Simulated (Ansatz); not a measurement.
# linear Tc chain under tension and compression

Aim: how do moment and conductance of the linear Tc chain follow its length?

Program: Ansatz 0.2.0. Level of theory: DFT PBE, plane waves, PAW; relaxation of a chain's period, in the first sound run; inputs show where later runs differ. Results are calculated unless marked as measured.

This is a report of a sequence of runs, with most program output left out.

**1. The structure**

The cell holds 1 atom: 1 Tc. Its edges and angles: a = 7.500 Å, b = 7.500 Å, c = 2.734 Å, α = 90.0°, β = 90.0°, γ = 90.0°. Vacuum lies along a and b. The structure's axis is c.

**2. The relaxed wire**

Band widths follow the bond lengths, so the chain is relaxed first. The atoms and the third cell vector are free; the box across stays fixed as vacuum. Moments are seeded so that a magnetic state can form if it lies lower. A Fermi-Dirac smearing is set since the result may be a metal. The pressure printed is a third of the stress's trace over the whole box, vacuum included; only the stress along the axis is relaxed.

input.yaml reads:

```yaml
crystal:
  lattice:
    - [7.5, 0.0, 0.0]
    - [0.0, 7.5, 0.0]
    - [0.0, 0.0, 2.7342]
  atoms:
    - { symbol: Tc, position: [0.5, 0.5, 0.0], spin: 2.0 }
magnetization:
  spin_polarized: true
kpoints:
  mp_grid: { grid: [1, 1, 30] }
scf:
  occupations: { method: fermi_dirac, width: 0.05 }
hamiltonian:
  xc: pbe
relax:
  cell: { fix: [a, b, alpha, beta, gamma] }
  max_steps: 60
```

The run is started by

```sh
$ ansatz run input.yaml --threads 4 --pin off --max-ram 8192MiB --backend cpu --events-out ev --progress --plain --runs-dir out
```

Elapsed: 12 s, on 4 threads of Arm Neoverse V2, shared host; peak memory 0.44 GiB; 46 s of CPU time.

Relaxation path:

```
step  energy less that of the first step (eV)  largest force component (eV/Å)  pressure (GPa)  volume (Å³)
   1                                   0.0000                          0.0000           -1.38       153.80
   2                                  -0.1871                          0.0000           -1.55       146.30
   3                                  -0.4016                          0.0000           -1.65       138.80
   4                                  -0.5889                          0.0000           -1.09       131.31
   5                                  -0.7759                          0.0000           -0.80       123.81
   6                                  -0.6607                          0.0000            2.43       116.45
   7                                  -0.7866                          0.0000           -0.29       122.35
   8                                  -0.7870                          0.0000           -0.15       121.98
  9*                                  -0.7866                          0.0000           -0.15       121.98
```

Relaxation steps marked * repeat the geometry before them on a plane-wave basis chosen anew for their cell, so energy and pressure can jump there. Relaxation step 6 was tried and not accepted.

```
cell as run  before  after   change
      c (Å)   2.734  2.169  -20.7 %
```

The relaxed structure:

```xyz
1
Lattice="7.5000 0.0000 0.0000 0.0000 7.5000 0.0000 0.0000 0.0000 2.1686" Properties=species:S:1:pos:R:3
Tc    3.7500    3.7500    0.0000
```

Numbers from this step:

- energy at zero smearing: -5393.7620 eV
- cell length along the wire: 2.169 Å

The cell's length comes to 2.169 Å with no moment. That is -21 % against the start, more than a small adjustment.

The cell shrank by 20.7 % in its periodic edges.

**3. The chain at a fixed length, period over the relaxed period 0.88, k-mesh 1×1×42**

This step: DFT PBE, plane waves, PAW; channels and complex bands of a perfect chain (Ansatz 0.2.0).

The period is set to 0.88 times the relaxed one: shorter bonds widen the bands.

The cell differs from the one that the last finished run ended in (c 2.169 → 1.908 Å).

input.yaml, the sections that differ from step 2:

```yaml
crystal:
  lattice:
    - [7.5, 0.0, 0.0]
    - [0.0, 7.5, 0.0]
    - [0.0, 0.0, 1.9083500865]
  atoms:
    - { symbol: Tc, position: [0.5, 0.5, 0.0], spin: 2.0 }
kpoints:
  mp_grid: { grid: [1, 1, 42] }
output:
  transmission:
    e_range: [-2, 2]
    de: 0.035
    kmesh: [1, 1]
    reduced_basis: true
    leads: [[0, 0]]
  stress: true
# magnetization, scf, hamiltonian: as in step 2
# relax: removed
```

The job ended after 23 s (4 threads; peak memory 0.48 GiB; 79 s of CPU time).

Numbers from this step:

- energy at zero smearing: -5392.5813 eV
- channels at the energy nearest the Fermi level, spin up: 6
- channels at the energy nearest the Fermi level, spin down: 6
- conductance of the lead as this run defines it: 6.000 G₀
- band gap: 0 eV

The open channels of the lead by energy, zero at the Fermi level:

```
energy (eV)  spin up  spin down
      -2.00        5          5
      -1.90        5          5
      -1.79        6          6
      -1.69        6          6
      -1.58        6          6
      -1.48        6          6
      -1.37        6          6
      -1.23        6          6
      -1.12        6          6
      -1.02        6          6
      -0.92        6          6
      -0.81        6          6
      -0.70        6          6
      -0.60        6          6
      -0.49        6          6
      -0.39        6          6
      -0.28        6          6
      -0.18        6          6
      -0.07        6          6
      -0.01        6          6
       0.07        6          6
       0.17        6          6
       0.28        6          6
       0.38        6          6
       0.48        6          6
       0.59        6          6
       0.69        6          6
       0.80        6          6
       0.91        6          6
       1.01        6          6
       1.11        6          6
       1.22        6          6
       1.36        4          4
       1.47        4          4
       1.57        4          4
       1.68        4          4
       1.78        4          4
       1.89        4          4
       1.99        4          4
```

At the computed energy nearest the Fermi level there are 6 spin-up and 6 spin-down channels, and the thermal average gives 6.00 G₀.

**4. At a set period, period over the relaxed period 0.92, k-mesh 1×1×41**

The period is set to 0.92 times the relaxed one: shorter bonds widen the bands.

The cell differs from the one that the last finished run ended in (c 1.908 → 1.995 Å).

Changes to input.yaml since step 3:

```diff
@@ -4,3 +4,3 @@
     - [0.0, 7.5, 0.0]
-    - [0.0, 0.0, 1.9083500865]
+    - [0.0, 0.0, 1.9950932722]
   atoms:
@@ -10,3 +10,3 @@
 kpoints:
-  mp_grid: { grid: [1, 1, 42] }
+  mp_grid: { grid: [1, 1, 41] }
 scf:
```

Wall time 23 s (4 threads); peak memory 0.47 GiB.

At the computed energy nearest the Fermi level there are 6 spin-up and 6 spin-down channels, and the thermal average gives 6.00 G₀.

**5. At a set period, period over the relaxed period 0.96, k-mesh 1×1×39**

The period is set to 0.96 times the relaxed one: shorter bonds widen the bands.

The cell differs from the one that the last finished run ended in (c 1.995 → 2.082 Å).

Changes to input.yaml since step 4:

```diff
@@ -4,3 +4,3 @@
     - [0.0, 7.5, 0.0]
-    - [0.0, 0.0, 1.9950932722]
+    - [0.0, 0.0, 2.081836458]
   atoms:
@@ -10,3 +10,3 @@
 kpoints:
-  mp_grid: { grid: [1, 1, 41] }
+  mp_grid: { grid: [1, 1, 39] }
 scf:
```

The job ended after 20 s (4 threads; peak memory 0.49 GiB; 67 s of CPU time).

At the computed energy nearest the Fermi level there are 6 spin-up and 6 spin-down channels, and the thermal average gives 6.00 G₀.

**6. The chain at a fixed length, period over the relaxed period 1, k-mesh 1×1×37**

The period is set to 1.0 times the relaxed one, as the point of reference.

Changes to input.yaml since step 5:

```diff
@@ -4,3 +4,3 @@
     - [0.0, 7.5, 0.0]
-    - [0.0, 0.0, 2.081836458]
+    - [0.0, 0.0, 2.1685796437]
   atoms:
@@ -10,3 +10,3 @@
 kpoints:
-  mp_grid: { grid: [1, 1, 39] }
+  mp_grid: { grid: [1, 1, 37] }
 scf:
```

Run time: 17 s. Hardware: 4 threads; peak memory 0.47 GiB.

At the computed energy nearest the Fermi level there are 6 spin-up and 6 spin-down channels, and the thermal average gives 6.00 G₀.

**7. At a set period, period over the relaxed period 1.04, k-mesh 1×1×36**

The period is set to 1.04 times the relaxed one: longer bonds narrow the bands.

The cell differs from the one that the last finished run ended in (c 2.169 → 2.255 Å).

Changes to input.yaml since step 6:

```diff
@@ -4,3 +4,3 @@
     - [0.0, 7.5, 0.0]
-    - [0.0, 0.0, 2.1685796437]
+    - [0.0, 0.0, 2.2553228294]
   atoms:
@@ -10,3 +10,3 @@
 kpoints:
-  mp_grid: { grid: [1, 1, 37] }
+  mp_grid: { grid: [1, 1, 36] }
 scf:
```

The job ended after 19 s (4 threads; peak memory 0.47 GiB; 67 s of CPU time).

At the computed energy nearest the Fermi level there are 6 spin-up and 6 spin-down channels, and the thermal average gives 6.00 G₀. The change of length costs 0.081 eV a cell and leaves no moment.

**8. At a set period, period over the relaxed period 1.08, k-mesh 1×1×35**

The period is set to 1.08 times the relaxed one: longer bonds narrow the bands.

The cell differs from the one that the last finished run ended in (c 2.255 → 2.342 Å).

Changes to input.yaml since step 7:

```diff
@@ -4,3 +4,3 @@
     - [0.0, 7.5, 0.0]
-    - [0.0, 0.0, 2.2553228294]
+    - [0.0, 0.0, 2.3420660152]
   atoms:
@@ -10,3 +10,3 @@
 kpoints:
-  mp_grid: { grid: [1, 1, 36] }
+  mp_grid: { grid: [1, 1, 35] }
 scf:
```

The job ended after 21 s (4 threads; peak memory 0.56 GiB).

At the computed energy nearest the Fermi level there are 4 spin-up and 6 spin-down channels, and the thermal average gives 4.99 G₀. The change of length costs 0.213 eV a cell and leaves an absolute moment of 2.05 μB a cell.

Between step 3 and this run (period over the relaxed period 1.08 and k-mesh 1×1×35) the value for the conductance of the lead as this run defines it moves from 6.00 G₀ to 4.99 G₀ (-17 %).

**9. The chain at a fixed length, period over the relaxed period 1.13, k-mesh 1×1×33**

The period is set to 1.13 times the relaxed one: longer bonds narrow the bands.

The cell differs from the one that the last finished run ended in (c 2.342 → 2.450 Å).

Changes to input.yaml since step 8:

```diff
@@ -4,3 +4,3 @@
     - [0.0, 7.5, 0.0]
-    - [0.0, 0.0, 2.3420660152]
+    - [0.0, 0.0, 2.4504949974]
   atoms:
@@ -10,3 +10,3 @@
 kpoints:
-  mp_grid: { grid: [1, 1, 35] }
+  mp_grid: { grid: [1, 1, 33] }
 scf:
```

Wall time 21 s (4 threads); peak memory 0.51 GiB; 75 s of CPU time.

At the computed energy nearest the Fermi level there are 4 spin-up and 5 spin-down channels, and the thermal average gives 4.51 G₀. The change of length costs 0.356 eV a cell and leaves an absolute moment of 2.44 μB a cell.

For the conductance of the lead as this run defines it, step 3 gave 6.00 G₀; this run, with period over the relaxed period 1.13 and k-mesh 1×1×33, gives 4.51 G₀ (-25 %).

**10. At a set period, period over the relaxed period 1.2, k-mesh 1×1×31**

The period is set to 1.2 times the relaxed one: longer bonds narrow the bands.

The cell differs from the one that the last finished run ended in (c 2.450 → 2.602 Å).

Changes to input.yaml since step 9:

```diff
@@ -4,3 +4,3 @@
     - [0.0, 7.5, 0.0]
-    - [0.0, 0.0, 2.4504949974]
+    - [0.0, 0.0, 2.6022955724]
   atoms:
@@ -10,3 +10,3 @@
 kpoints:
-  mp_grid: { grid: [1, 1, 33] }
+  mp_grid: { grid: [1, 1, 31] }
 scf:
```

Elapsed: 19 s, on 4 threads; peak memory 0.54 GiB.

At the computed energy nearest the Fermi level there are 3 spin-up and 4 spin-down channels, and the thermal average gives 3.55 G₀. The change of length costs 0.600 eV a cell and leaves an absolute moment of 3.32 μB a cell.

For the conductance of the lead as this run defines it, step 3 gave 6.00 G₀; this run, with period over the relaxed period 1.2 and k-mesh 1×1×31, gives 3.55 G₀ (-41 %).

**11. At a set period, period over the relaxed period 1.3, k-mesh 1×1×29**

The period is set to 1.3 times the relaxed one: longer bonds narrow the bands.

The cell differs from the one that the last finished run ended in (c 2.602 → 2.819 Å).

Changes to input.yaml since step 10:

```diff
@@ -4,3 +4,3 @@
     - [0.0, 7.5, 0.0]
-    - [0.0, 0.0, 2.6022955724]
+    - [0.0, 0.0, 2.8191535368]
   atoms:
@@ -10,3 +10,3 @@
 kpoints:
-  mp_grid: { grid: [1, 1, 31] }
+  mp_grid: { grid: [1, 1, 29] }
 scf:
```

Run time: 15 s. Hardware: 4 threads; peak memory 0.46 GiB; 53 s of CPU time.

Table of open channels of the lead by energy, zero at the Fermi level:

```
energy (eV)  spin up  spin down
      -2.00        6          1
      -1.90        6          1
      -1.79        6          1
      -1.69        4          1
      -1.58        4          1
      -1.48        4          1
      -1.37        4          1
      -1.23        4          1
      -1.12        4          1
      -1.02        4          1
      -0.92        4          1
      -0.81        4          1
      -0.70        3          1
      -0.60        3          3
      -0.49        3          3
      -0.39        3          3
      -0.28        3          3
      -0.18        3          3
      -0.07        1          3
      -0.01        1          3
       0.07        1          3
       0.17        1          4
       0.28        1          4
       0.38        1          4
       0.48        1          4
       0.59        1          4
       0.69        1          6
       0.80        1          6
       0.91        1          6
       1.01        1          6
       1.11        1          6
       1.22        1          6
       1.36        1          6
       1.47        1          4
       1.57        1          4
       1.68        1          4
       1.78        3          4
       1.89        3          4
       1.99        3          4
```

At the computed energy nearest the Fermi level there are 1 spin-up and 3 spin-down channels, and the thermal average gives 2.02 G₀. The change of length costs 0.867 eV a cell and leaves an absolute moment of 4.30 μB a cell.

Between step 3 and this run (period over the relaxed period 1.3 and k-mesh 1×1×29) the value for the conductance of the lead as this run defines it moves from 6.00 G₀ to 2.02 G₀ (-66 %).

**12. Side by side**

Times are for 4 threads of Arm Neoverse V2, shared host. The series side by side:

```
no.  period over the relaxed period  conductance of the lead as this run defines it (G₀)  absolute moment (μB)  energy at zero smearing less the lowest (eV)  time  memory (GiB)
  1                            0.88                                                6.000                     0                                         1.178  23 s          0.48
  2                            0.92                                                6.000                     0                                        0.4456  23 s          0.47
  3                            0.96                                                6.000                     0                                        0.1072  20 s          0.49
  4                               1                                                6.000                     0                                             0  17 s          0.47
  5                            1.04                                                6.000                     0                                       0.08083  19 s          0.47
  6                            1.08                                                4.994                 2.050                                        0.2126  21 s          0.56
  7                            1.13                                                4.511                 2.443                                        0.3557  21 s          0.51
  8                             1.2                                                3.545                 3.323                                        0.5996  19 s          0.54
  9                             1.3                                                2.020                 4.296                                        0.8665  15 s          0.46
```

**13. A repeat with changed settings: output.transmission.temperature = 200.0**

This step: DFT PBE, plane waves, PAW; channels and complex bands of a perfect chain; changed: output.transmission.temperature = 200.0 (Ansatz 0.2.0).

The atoms of the run at the relaxed period are kept and the input is varied, to see whether the result depends on it.

input.yaml, the sections that differ from step 11:

```yaml
crystal:
  lattice:
    - [7.5, 0.0, 0.0]
    - [0.0, 7.5, 0.0]
    - [0.0, 0.0, 2.1685796437]
  atoms:
    - { symbol: Tc, position: [0.5, 0.5, 0.0], spin: 2.0 }
kpoints:
  mp_grid: { grid: [1, 1, 37] }
output:
  transmission:
    e_range: [-2, 2]
    de: 0.035
    kmesh: [1, 1]
    reduced_basis: true
    leads: [[0, 0]]
    temperature: 200.0
  stress: true
# magnetization, scf, hamiltonian: as in step 11
```

The job ended after 19 s (4 threads; peak memory 0.47 GiB).

Numbers from this step:

```
energy at zero smearing                                   : -5393.7593 eV
channels at the energy nearest the Fermi level, spin up   : 6
channels at the energy nearest the Fermi level, spin down : 6
```

The open channels of the lead by energy, zero at the Fermi level:

```
energy (eV)  spin up  spin down
     -2.000        3          3
     -1.895        3          3
     -1.790        3          3
     -1.685        3          3
     -1.615        3          3
     -1.510        3          3
     -1.405        4          4
     -1.300        6          6
     -1.195        6          6
     -1.090        6          6
     -0.985        6          6
     -0.915        6          6
     -0.810        6          6
     -0.705        6          6
     -0.600        6          6
     -0.495        6          6
     -0.390        6          6
     -0.285        6          6
     -0.215        6          6
     -0.110        6          6
     -0.005        6          6
      0.100        6          6
      0.205        6          6
      0.310        6          6
      0.415        6          6
      0.485        6          6
      0.590        6          6
      0.695        6          6
      0.800        6          6
      0.905        4          4
      1.010        4          4
      1.115        4          4
      1.185        4          4
      1.290        4          4
      1.395        4          4
      1.500        4          4
      1.605        4          4
      1.710        4          4
      1.815        4          4
      1.885        4          4
```

It took 19 s against 17 s for the run it varies; the program gives no conductance for this window, step and temperature, so that result is lost.

The channels at the energy nearest the Fermi level, spin up and channels at the energy nearest the Fermi level, spin down stay within 0.2 % plus 0.001 of the run it varies.

The starting moments have collapsed: the run ends non-magnetic.

**14. Outcome**

```yaml
relaxed_cell_length: 2.169 Å
conductance_at_period_x_0p88: 6.00 G₀
conductance_at_period_x_1p0: 6.00 G₀
conductance_at_period_x_1p13: 4.51 G₀
conductance_at_period_x_1p3: 2.02 G₀
absolute_moment_at_period_x_0p88: 0 μB
absolute_moment_at_period_x_1p0: 0 μB
absolute_moment_at_period_x_1p3: 4.30 μB
```

In words: In these runs no moment survives at the shortest period, and one is present from a factor of 1.08 on: longer bonds narrow the bands, which favours exchange splitting. The conductance goes from 6.00 G₀ at the shortest period to 2.02 G₀ at the longest, while the magnetic state changes too. Transport is coherent and elastic here: the atoms are frozen, so scattering by vibrations plays no part. No search over magnetic orders was made; another may lie lower. For the perfect chain only parallel moments were started; its antiparallel and spiral orders were not tested. Conductances of a perfect chain off the multiples of half a G0 come from band edges within the thermal window; the square box also splits pairs of bands that an isolated chain keeps degenerate, which moves such edges. The lead's cell of one atom keeps the chain straight and evenly spaced; a zigzag or dimerised form may lie lower.

[Logs are printed without paths, hosts, clocks, repeated set-up lines and the standing remarks that a program may print on its own settings, such as how far it seeks lower states.]

[Hosts, paths, dates, database ids (printed as entryN), source tags and the programs' standing remarks are cut or masked in the printed files.]
